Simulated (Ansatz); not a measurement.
# ZnFe2As2: relaxing a made-up structure

Starting from a made-up structure for ZnFe2As2, the aim is the relaxed cell, its shortest contacts and, where a second run follows, its electronic structure.

Calculated with Ansatz 0.2.0; DFT, PBEsol, plane-wave PAW, files of the set soft_1, scalar-relativistic, ferromagnetic start, cell and ions relaxed at zero pressure; PAW set soft_1.

## (1) Starting point

Symmetry: I4/mmm, No. 139, tetragonal system. The conventional cell has a = 3.488 Å, b = 3.488 Å, c = 10.753 Å, α = 90.00°, β = 90.00°, γ = 90.00°. As has 4 Fe at 2.12 Å and 4 Zn at 2.88 Å nearest. Nearest to Zn lie 8 As at 2.88 Å and 8 Fe at 3.20 Å. Nearest to Fe lie 4 As at 2.12 Å and 4 Fe at 2.47 Å and 4 Zn at 3.20 Å. Farther neighbours are not listed.

## (2) Relaxation of the guess

The guess takes its coordinates from another compound and its volume from a rule, so the cell and any free coordinates are relaxed together.

Contents of input.yaml:

```yaml
crystal:
  lattice:
    - [-1.744, 1.744, 5.3765]
    - [1.744, -1.744, 5.3765]
    - [1.744, 1.744, -5.3765]
  atoms:
    - { symbol: As, position: [0.6377, 0.6377, 0.0] }
    - { symbol: As, position: [0.3623, 0.3623, 0.0] }
    - { symbol: Zn, position: [0.0, 0.0, 0.0] }
    - { symbol: Fe, position: [0.75, 0.25, 0.5], spin: 3.0 }
    - { symbol: Fe, position: [0.25, 0.75, 0.5], spin: 3.0 }
magnetization:
  spin_polarized: true
kpoints:
  mp_grid: { grid: [11, 11, 11] }
scf:
  occupations: { method: fermi_dirac, width: 0.05 }
hamiltonian:
  xc: pbesol
  pseudopotentials: { kind: paw, azcp: { folder: soft_1 }, xc_functional: pbe }
relax:
  f_tol: 0.015
  max_steps: 70
  cell: {}
output:
  forces: true
  stress: true
```

On the command line:

```console
> ansatz run input.yaml --threads 4 --pin off --max-ram 8192MiB --backend cpu --events-out ev --progress --plain --runs-dir out
```

Numbers of over 12 decimals in the logs are rounded to 6 here.

The program printed:

```text
basis.fft_grid_basis auto: the FFT boxes are laid along the combinations [[1, 0, 1], [0, 1, 1], [0, 0, 1]] of the cell's own vectors, 3.488, 3.488 and 5.915 Å long. The dense box has 24×24×40 points. Along the cell's own vectors, as sized, it would have 40×40×40, 2.78 times as many. Of the 16 symmetry operations that the crystal satisfies within crystal.symmetry.tolerance (time reversal apart; of a slab, those that k [...]
Engine: ansatz 0.2.0, aarch64-unknown-linux-gnu
Pseudopotentials: kind: paw
Pseudopotential: As, paw, valence charge 15, recommended cutoff 420 eV (normal), soft_1/As.paw.azcp
Pseudopotential: Zn, paw, valence charge 12, recommended cutoff 420 eV (normal), soft_1/Zn.paw.azcp
Pseudopotential: Fe, paw, valence charge 16, recommended cutoff 420 eV (normal), soft_1/Fe.paw.azcp
Functional definition: PBEsol
  exchange = pbesol_x
  correlation = pbesol_c
Crystal: 5 atoms, lattice volume = 65.411 Å³
Basis set: ecut = 420 eV, 1257 PW (Γ), FFT grids on a1+a3, a2+a3, a3, exchange–correlation on 48×48×80 points (8 copies of the dense FFT grid, shifted against one another)
Bands: 48, of which v1, the nominal top of the filled ones, is band 37 counted from 1 (36 counted from 0)
Symmetry: 16 space group operations
Space group: I4/mmm (ITA 139), of the structure as read, at distance tolerance 4.0e-5 Å
Magnetic group: BNS 139.531 (UNI 1191), of the structure as read, at distance tolerance 4.0e-5 Å
k-points: 126 of 1331
Non-local potential: As, projectors of the file, l = 0: 2, l = 1: 2, l = 2: 3, l = 3: 1
Non-local potential: Zn, projectors of the file, l = 0: 2, l = 1: 2, l = 2: 3, l = 3: 1
Non-local potential: Fe, projectors of the file, l = 0: 3, l = 1: 2, l = 2: 3, l = 3: 1
PAW form: soft (Blöchl's): semilocal exchange-correlation on the pseudo side does not see the compensation charge
PAW frozen core: As, regenerated for the run's functional, and the local potential with it (the file was generated under x = pbe(κ = 0.804, μ = 0.219515), c = pbe(β = 0.066725))
PAW frozen core: Zn, regenerated for the run's functional, and the local potential with it (the file was generated under x = pbe(κ = 0.804, μ = 0.219515), c = pbe(β = 0.066725))
PAW frozen core: Fe, regenerated for the run's functional, and the local potential with it (the file was generated under x = pbe(κ = 0.804, μ = 0.219515), c = pbe(β = 0.066725))
PAW one-centre angular grid: As, 590 points (default); XC on 64 Gauss nodes
PAW one-centre angular grid: Zn, 590 points (default); XC on 64 Gauss nodes
PAW one-centre angular grid: Fe, 590 points (default); XC on 64 Gauss nodes
Initial density: superposition of atomic densities (chi_scale 0.1, normalization cell)
Starting moments: Σ|m| = 6 μB on 2 of 5 sites
Initial wavefunctions: pseudopotential atomic-orbital guess
Functional: x = pbesol(κ = 0.804, μ = 0.123457), c = pbesol(β = 0.046)
SCF iter   1: F=—  HF=-21796.607525 eV  |F-HF|=—  |Δ(HF+E_count)|=         —  Δρ=5.49e-2 (↑5.49e-2 ↓4.09e-2)  dr2=6.19e0  dr2_m=5.84e-1  M=4.544 μB ∫|m|=4.826 μB  β_m=0.30  ethr=3.10e-3  ⟨swp⟩=6.3  Hψ=47611  notcnv=0  defer=11
Mixer restart at iter 1: flushing history
preconditioner: auto → Kerker (q_TF=auto, 2.785 Å⁻¹)  [metal: Δε(μ)=0.001 eV  Ē_g=10.093 eV  σ=0.050 eV  W_gap=0.01  n_scr=24 (ndim 8)  ℏωp=28.3 eV  f_vac=0.000  D(μ)=3.88/eV (n_scr^D=32)]
spin=Collinear: Kerker preconditioning applied to the charge; magnetization (m = ρ↑ − ρ↓) channel mixes plain (no charge-response kernel on spin).
SCF iter   2: F=—  HF=-21796.982040 eV  |F-HF|=—  |Δ(HF+E_count)|=   3.75e-1  Δρ=4.70e-2 (↑3.02e-2 ↓4.70e-2)  dr2=6.05e0  dr2_m=5.93e-1  M=4.174 μB ∫|m|=4.499 μB  β_m=0.57  ethr=3.10e-3  ⟨swp⟩=2.0  Hψ=15928  notcnv=0  defer=880
SCF iter   3: F=—  HF=-21799.828523 eV  |F-HF|=—  |Δ(HF+E_count)|=    2.85e0  Δρ=5.73e-2 (↑2.34e-2 ↓5.73e-2)  dr2=6.29e0  dr2_m=7.84e-1  M=3.539 μB ∫|m|=3.932 μB  β_m=0.25  ethr=3.10e-3  ⟨swp⟩=2.7  Hψ=14938  notcnv=0  defer=891
SCF iter   4: F=—  HF=-21800.857004 eV  |F-HF|=—  |Δ(HF+E_count)|=    1.03e0  Δρ=4.16e-2 (↑3.27e-2 ↓4.16e-2)  dr2=3.22e0  dr2_m=6.94e-1  M=3.082 μB ∫|m|=3.477 μB  β_m=0.22  ethr=3.10e-3  ⟨swp⟩=2.4  Hψ=15990  notcnv=0  defer=882
SCF iter   5: F=—  HF=-21801.774482 eV  |F-HF|=—  |Δ(HF+E_count)|=   9.17e-1  Δρ=4.24e-2 (↑4.24e-2 ↓1.68e-2)  dr2=1.28e0  dr2_m=3.33e-1  M=2.354 μB ∫|m|=2.661 μB  β_m=0.75  ethr=3.10e-3  ⟨swp⟩=2.6  Hψ=15411  notcnv=0  defer=879
SCF iter   6: F=—  HF=-21802.277713 eV  |F-HF|=—  |Δ(HF+E_count)|=   5.03e-1  Δρ=1.66e-2 (↑1.66e-2 ↓1.64e-2)  dr2=2.19e-1  dr2_m=5.92e-2  M=0.636 μB ∫|m|=0.729 μB  β_m=0.63  ethr=1.73e-3  ⟨swp⟩=3.3  Hψ=21894  notcnv=0  defer=780
SCF iter   7: F=—  HF=-21802.180154 eV  |F-HF|=—  |Δ(HF+E_count)|=         —  Δρ=1.18e-2 (↑1.18e-2 ↓9.02e-3)  dr2=1.63e-1  dr2_m=3.49e-2  M=0.532 μB ∫|m|=0.614 μB  β_m=0.63  ethr=2.96e-4  ⟨swp⟩=3.0  Hψ=21957  notcnv=0  defer=818
Mixer restart at iter 7: flushing history
SCF iter   8: F=—  HF=-21802.216727 eV  |F-HF|=—  |Δ(HF+E_count)|=   3.66e-2  Δρ=1.01e-2 (↑4.88e-3 ↓1.01e-2)  dr2=2.60e-2  dr2_m=2.48e-2  M=0.411 μB ∫|m|=0.471 μB  β_m=0.71  ethr=2.20e-4  ⟨swp⟩=3.0  Hψ=21710  notcnv=0  defer=824
SCF iter   9: F=—  HF=-21802.211704 eV  |F-HF|=—  |Δ(HF+E_count)|=   5.02e-3  Δρ=8.85e-3 (↑8.85e-3 ↓2.63e-3)  dr2=5.82e-2  dr2_m=1.54e-2  M=0.329 μB ∫|m|=0.370 μB  β_m=0.49  ethr=3.52e-5  ⟨swp⟩=3.0  Hψ=24627  notcnv=0  defer=824
SCF iter  10: F=—  HF=-21802.203668 eV  |F-HF|=—  |Δ(HF+E_count)|=   8.04e-3  Δρ=6.23e-3 (↑1.98e-3 ↓6.23e-3)  dr2=9.62e-3  dr2_m=9.57e-3  M=0.201 μB ∫|m|=0.225 μB  β_m=0.88  ethr=3.52e-5  ⟨swp⟩=2.5  Hψ=24609  notcnv=0  defer=836
SCF iter  11: F=—  HF=-21802.213580 eV  |F-HF|=—  |Δ(HF+E_count)|=   9.91e-3  Δρ=3.83e-3 (↑3.63e-3 ↓3.83e-3)  dr2=1.45e-2  dr2_m=1.92e-3  M=0.090 μB ∫|m|=0.101 μB  β_m=0.67  ethr=1.30e-5  ⟨swp⟩=2.0  Hψ=20882  notcnv=0  defer=836
SCF iter  12: F=—  HF=-21802.204108 eV  |F-HF|=—  |Δ(HF+E_count)|=   9.47e-3  Δρ=8.45e-4 (↑6.35e-4 ↓8.45e-4)  dr2=8.33e-4  dr2_m=2.75e-4  M=0.058 μB ∫|m|=0.065 μB  β_m=0.80  ethr=1.30e-5  ⟨swp⟩=2.0  Hψ=18939  notcnv=0  defer=832
SCF iter  13: F=—  HF=-21802.204305 eV  |F-HF|=—  |Δ(HF+E_count)|=   1.98e-4  Δρ=9.07e-4 (↑9.07e-4 ↓4.11e-4)  dr2=9.45e-4  dr2_m=4.24e-5  M=0.025 μB ∫|m|=0.028 μB  β_m=0.90  ethr=1.13e-6  ⟨swp⟩=2.2  Hψ=17272  notcnv=0  defer=812
SCF iter  14: F=—  HF=-21802.204482 eV  |F-HF|=—  |Δ(HF+E_count)|=   1.76e-4  Δρ=5.85e-4 (↑5.85e-4 ↓3.16e-4)  dr2=4.97e-4  dr2_m=1.21e-5  M=0.014 μB ∫|m|=0.015 μB  β_m=0.77  ethr=1.13e-6  ⟨swp⟩=2.2  Hψ=17146  notcnv=0  defer=812
[...]
relax step   8: F+E_penalty+E_count = -21804.50961778 eV  Δ(F+E_penalty+E_count) = -5.077e-2 eV  max|allowed force component| = 3.240e-4 eV/Å  Δτ_max = 0.0000 Å  P = +1.275 GPa  Ω = 71.587 Å³  stress off target by 1.87e0 GPa  SCF on the basis re-selected at this cell (its energy is not comparable with the rows above)  (14 SCF iters)
relax step   9: F+E_penalty+E_count = -21804.51471931 eV  Δ(F+E_penalty+E_count) = -5.102e-3 eV  max|allowed force component| = 4.156e-3 eV/Å  Δτ_max = 0.0059 Å  P = +0.271 GPa  Ω = 72.076 Å³  energy of the carried Pulay correction = -3.720e-4 eV  (10 SCF iters, dr2 threshold 5.00e-7 eV, accepted)
relax step  10: F+E_penalty+E_count = -21804.51483495 eV  Δ(F+E_penalty+E_count) = -1.156e-4 eV  max|allowed force component| = 4.451e-4 eV/Å  Δτ_max = 0.0014 Å  P = +0.018 GPa  Ω = 72.206 Å³  energy of the carried Pulay correction = -4.726e-4 eV  (9 SCF iters, dr2 threshold 3.44e-7 eV, accepted)
Basis set: ecut = 420 eV, 1387 PW (Γ), FFT grids on a1+a3, a2+a3, a3, exchange–correlation on 54×54×72 points (8 copies of the dense FFT grid, shifted against one another)
iter 1 solved again at ethr=4.03e-7 eV; its pass at ethr=3.10e-3 eV (dr2=2.98e-4 eV) is discarded
SCF iter   1: F=—  HF=-21804.515283 eV  |F-HF|=—  |Δ(HF+E_count)|=         —  Δρ=7.99e-5 (↑7.99e-5 ↓7.99e-5)  dr2=7.65e-7  dr2_m=3.80e-12  M=-0.000 μB ∫|m|=0.000 μB  β_m=0.65  ethr=4.03e-7  ⟨swp⟩=3.0  Hψ=77956  notcnv=0
preconditioner: auto → Kerker (q_TF=auto, 2.275 Å⁻¹)  [metal: Δε(μ)=0.008 eV  Ē_g=9.441 eV  σ=0.050 eV  W_gap=0.04  n_scr=14 (ndim 8)  ℏωp=26.9 eV  f_vac=0.000  D(μ)=2.65/eV (n_scr^D=14)]
spin=Collinear: Kerker preconditioning applied to the charge; magnetization (m = ρ↑ − ρ↓) channel mixes plain (no charge-response kernel on spin).
SCF iter   2: F=—  HF=-21804.515291 eV  |F-HF|=—  |Δ(HF+E_count)|=   8.26e-6  Δρ=3.20e-5 (↑3.20e-5 ↓3.20e-5)  dr2=3.55e-7  dr2_m=9.47e-13  M=-0.000 μB ∫|m|=0.000 μB  β_m=0.57  ethr=1.03e-9  ⟨swp⟩=2.0  Hψ=21218  notcnv=0
SCF iter   3: F=—  HF=-21804.515292 eV  |F-HF|=—  |Δ(HF+E_count)|=   9.44e-7  Δρ=1.31e-5 (↑1.31e-5 ↓1.31e-5)  dr2=1.99e-8  dr2_m=4.89e-13  M=-0.000 μB ∫|m|=0.000 μB  β_m=0.58  ethr=4.80e-10  ⟨swp⟩=2.0  Hψ=16390  notcnv=0
SCF iter   4: F=—  HF=-21804.515292 eV  |F-HF|=—  |Δ(HF+E_count)|=   2.48e-7  Δρ=1.61e-6 (↑1.58e-6 ↓1.61e-6)  dr2=7.58e-9  dr2_m=2.32e-13  M=-0.000 μB ∫|m|=0.000 μB  β_m=0.79  ethr=2.69e-11  ⟨swp⟩=2.0  Hψ=16395  notcnv=0
SCF iter   5: F=—  HF=-21804.515292 eV  |F-HF|=—  |Δ(HF+E_count)|=   1.94e-8  Δρ=1.02e-6 (↑1.01e-6 ↓1.02e-6)  dr2=4.83e-9  dr2_m=4.14e-14  M=-0.000 μB ∫|m|=0.000 μB  β_m=0.90  ethr=1.02e-11  ⟨swp⟩=2.1  Hψ=17490  notcnv=0
SCF iter   6: F=—  HF=-21804.515292 eV  |F-HF|=—  |Δ(HF+E_count)|=   1.57e-9  Δρ=5.84e-7 (↑5.83e-7 ↓5.84e-7)  dr2=1.60e-9  dr2_m=3.00e-15  M=-0.000 μB ∫|m|=0.000 μB  β_m=0.92  ethr=6.52e-12  ⟨swp⟩=2.0  Hψ=19432  notcnv=0
SCF iter   7: F=—  HF=-21804.515292 eV  |F-HF|=—  |Δ(HF+E_count)|=  1.31e-10  Δρ=2.01e-7 (↑2.00e-7 ↓2.01e-7)  dr2=2.49e-10  dr2_m=5.30e-16  M=-0.000 μB ∫|m|=0.000 μB  β_m=0.96  ethr=2.16e-12  ⟨swp⟩=2.0  Hψ=19428  notcnv=0
SCF iter   8: F=—  HF=-21804.515292 eV  |F-HF|=—  |Δ(HF+E_count)|=  1.13e-10  Δρ=3.42e-7 (↑3.42e-7 ↓3.42e-7)  dr2=2.65e-10  dr2_m=2.45e-17  M=0.000 μB ∫|m|=0.000 μB  β_m=0.73  ethr=1.00e-12  ⟨swp⟩=2.0  Hψ=20426  notcnv=0
SCF iter   9: F=—  HF=-21804.515292 eV  |F-HF|=—  |Δ(HF+E_count)|=  3.64e-11  Δρ=9.05e-8 (↑9.05e-8 ↓9.03e-8)  dr2=1.98e-11  dr2_m=5.25e-18  M=-0.000 μB ∫|m|=0.000 μB  β_m=0.86  ethr=1.00e-12  ⟨swp⟩=2.0  Hψ=14029  notcnv=0
SCF iter  10: F=-21804.515292 eV  HF=-21804.515292 eV  |F-HF|=1.09e-11  |Δ(HF+E_count)|=  1.46e-11  Δρ=7.36e-8 (↑7.36e-8 ↓7.34e-8)  dr2=1.69e-11  dr2_m=7.53e-18  M=-0.000 μB ∫|m|=0.000 μB  ethr=1.00e-12  ⟨swp⟩=3.0  Hψ=41686  notcnv=0
the starting moments were not kept: the SCF closed with an absolute magnetisation of 6.4e-9 μB, where they sum to 6 μB in size (2 sites). That is at most 0.1 of that sum. Measured as dr2_m measures the in/out step, that magnetisation stands 2.4e-17 eV from none, at or under the dr2_threshold of 5.0e-11 eV: it is no larger than a step whose dr2_m would equal this threshold.
SCF 11 converged in 10 iterations: F = -21804.515292 eV  dr2 = 1.69e-11
relax step  11: F+E_penalty+E_count = -21804.51529204 eV  Δ(F+E_penalty+E_count) = -4.571e-4 eV  max|allowed force component| = 4.516e-4 eV/Å  Δτ_max = 0.0000 Å  P = +0.010 GPa  Ω = 72.206 Å³  stress off target by 2.03e-2 GPa  SCF on the basis re-selected at this cell (its energy is not comparable with the rows above)  (10 SCF iters)
basis re-selected at this cell: Δ(F+E_penalty+E_count) = -4.571e-4 eV, ΔP = -0.007 GPa vs the last step (what re-selecting the basis moved, of the pressure what is left beyond the Pulay correction that the steps carried, after the strain that the cell walked since its last selection, with what the two solves' SCF thresholds leave and, on support functions, any second-order correction that the steps lacked; it is no measure of the basis error at this ecutwfc). The dense FFT grid was sized anew with the basis: this SCF ran on 27×27×36 points, the steps before it on 27×27×40, so part of this shift can come from that change (see relax.cell in the input reference). [rest of the remark cut]
SCF converged after 10 iterations
Magnetization: -0.0000 μB (37.0000 up, 37.0000 down)
Absolute magnetization: 0.0000 μB (∫|ρ↑−ρ↓|, with the PAW one-centre terms)
Spin contamination: 0.0000 ħ² per cell (⟨S²⟩ above its minimum at these occupations)
Per-site moments (μB) at R_I (Å): [(1.9295499373872776e-10, 0.935302), (1.9295492655858287e-10, 0.935302), (9.793866388231061e-11, 1.251134), (-2.576798879844033e-9, 0.935302), (-2.576798749245115e-9, 0.935302)]
Free energy (F): -21804.515292 eV
Harris-Foulkes:  -21804.515292 eV  (|F-HF|=1.09e-11)
Internal energy: -21804.492352 eV  (E = F + TS)
E sigma→0 (E₀):  -21804.503822 eV
Entropy (-TS):   -0.022940 eV (-4.588 meV/atom)
Fermi energy:    14.335683 eV
--- Per-component energies (eV) ---
  E_band       = -820.592726
  E_kinetic    = 1017.547198
  E_local      = -10477.827561  (includes V_loc(G=0)·N_el)
  E_nonlocal   = 625.993508
  E_hartree    = 4902.436715
  E_xc         = -440.968616
  E_vxc        = -486.996372  (∫ρ·V_xc dr)
  E_paw        = -8508.909107  (= ΣΔE_a)
  E_vpaw       = -1304.180508  (= ΣTr[D̂ρ^β])
  E_aug_tail   = -0.002113  (compensation charges beyond the density's cutoff)
  E_ewald      = -8925.850996
  E_core_change = 3.088620  (= ΣΔE_core)
  E_smearing   = -0.022940  (= −TS)
  E_closure    = 0.000000  (closes the sum)
  Σ components = -21804.515292   (vs F -21804.515292, Δ=0.00e0)
--- Forces (eV/Å), atoms counted from 1 ---
  atom   1  As     0.00000000     0.00000000     0.00045156
  atom   2  As     0.00000000     0.00000000    -0.00045156
  atom   3  Zn     0.00000000     0.00000000     0.00000000
  atom   4  Fe     0.00000000    -0.00000000     0.00000000
  atom   5  Fe     0.00000000    -0.00000000     0.00000000
  max |Σ_I F_I| component: 1.63e-18 eV/Å
--- Stress (GPa, compression-positive) ---
        0.020296      -0.000000      -0.000000
       -0.000000       0.020296      -0.000000
        0.000000       0.000000      -0.009361
  P = ⅓ Tr σ = 0.0104 GPa (0.104 kbar)
--- Relaxed structure (9 steps of the walk, 9 accepted, 2 SCFs on fresh bases) ---
  F+E_penalty+E_count = -21804.51529204 eV   max|allowed force component| = 4.516e-4 eV/Å   (the final SCF, on the basis selected at the relaxed cell)
  cell:  # Å, volume = 72.2064 Å³
    - [-1.983197, 1.983197, 4.589700]
    - [1.983197, -1.983197, 4.589700]
    - [1.983197, 1.983197, -4.589700]
  atoms:
    - { symbol: As, position: [0.630264, 0.630264, 0] }
    - { symbol: As, position: [0.369736, 0.369736, 0] }
    - { symbol: Zn, position: [2.581193677636839e-19, 2.581193677636829e-19, 0] }
    - { symbol: Fe, position: [0.75, 0.250000, 0.500000] }
    - { symbol: Fe, position: [0.250000, 0.75, 0.500000] }
```

Elapsed: 3.2 min, on 4 threads of Arm Neoverse V2, shared host; peak memory 0.93 GiB; 13 min of CPU time.

Step by step:

```csv
step,energy less that of the first step (eV),largest force component (eV/Å),pressure (GPa),volume (Å³)
1,0.0000,4.6760,37.12,65.41
2,-1.4815,1.4262,9.57,70.98
3,-1.9259,0.1234,2.01,71.53
4,-2.1950,0.5894,-1.61,72.33
5,-2.2213,0.3012,-3.11,72.68
6,-2.2539,0.1174,0.37,71.48
7,-2.2544,0.0019,0.01,71.59
8*,-2.3052,0.0003,1.27,71.59
9,-2.3103,0.0042,0.27,72.08
10,-2.3104,0.0004,0.02,72.21
11*,-2.3109,0.0005,0.01,72.21
```

Relaxation steps marked * repeat the geometry before them on a plane-wave basis chosen anew for their cell, so energy and pressure can jump there.

The run keeps the 16 symmetry operations that it works with, so distortions that break them were not tested.

```csv
cell as run,before,after,change
a (Å),5.915,5.379,-9.1 %
b (Å),5.915,5.379,-9.1 %
c (Å),5.915,5.379,-9.1 %
α (°),145.70,136.73,-6.2 %
β (°),145.70,136.73,-6.2 %
γ (°),49.29,62.86,+27.5 %
volume (Å³/atom),13.08,14.44,+10.4 %
```

The atoms that moved most (Å, as changes of fractional coordinates times the final cell):

```csv
atom,dx,dy,dz,length
As1,0.000,0.000,-0.068,0.068
As2,0.000,0.000,0.068,0.068
```

The relaxed structure:

```xyz
5
Lattice="-1.9832 1.9832 4.5897 1.9832 -1.9832 4.5897 1.9832 1.9832 -4.5897" Properties=species:S:1:pos:R:3 pbc="T T T"
As    0.0000    0.0000    5.7854
As    0.0000    0.0000    3.3940
Zn    0.0000    0.0000    0.0000
Fe    0.0000    1.9832    2.2949
Fe    1.9832    0.0000    2.2949
```

This step gave:

* free energy: -21804.5153 eV
* energy at zero smearing: -21804.5038 eV
* smearing term TS: 0.02294 eV
* Fermi energy: 14.34 eV
* electrons: 74
* symmetry operations: 16
* pressure: 0.01041 GPa

Shortest distances by pair of elements, guess and relaxed (not always the same contact):

```csv
pair,guess (Å),relaxed (Å)
As–Fe,2.121,2.267
As–As,2.961,2.391
Fe–Fe,2.466,2.805
Fe–Zn,3.204,3.033
As–Zn,2.877,3.049
```

The relaxation ends with a largest force component of 4.5e-4 eV/Å and a pressure of 0.01 GPa. The starting moments have collapsed: the run ends non-magnetic.

## (3) What came out

* space group, relaxed: I4/mmm
* conventional cell: a = 3.966, b = 3.966, c = 9.179 Å; α = 90.0°, β = 90.0°, γ = 90.0°
* volume per atom: 14.44 Å³ (guess 13.08)
* total moment: 0.00 μB in the cell of 5 atoms

**Reading.** ZnFe2As2 relaxes to I4/mmm with a = 3.966, b = 3.966 and c = 9.179 Å. The guessed volume was 9 % too small. The space group I4/mmm was held in the relaxation, so the end point is a stationary structure within it and may be a saddle against distortions or other arrangements. The moments died out from this one start and weren't seeded again at the relaxed cell. Mesh and cutoff weren't tested. A vector of the cell changed its length by 9 %, more than the volume shows. No dispersion term is used, so weakly bound directions may come out too long. Nothing here tests whether the compound is stable against decomposition.

[Logs are printed without paths, hosts, clocks, repeated set-up lines and the standing remarks that a program may print on its own settings, such as how far it seeks lower states.]

[Hosts, paths, dates, database ids (printed as entryN), source tags and the programs' standing remarks are cut or masked in the printed files.]
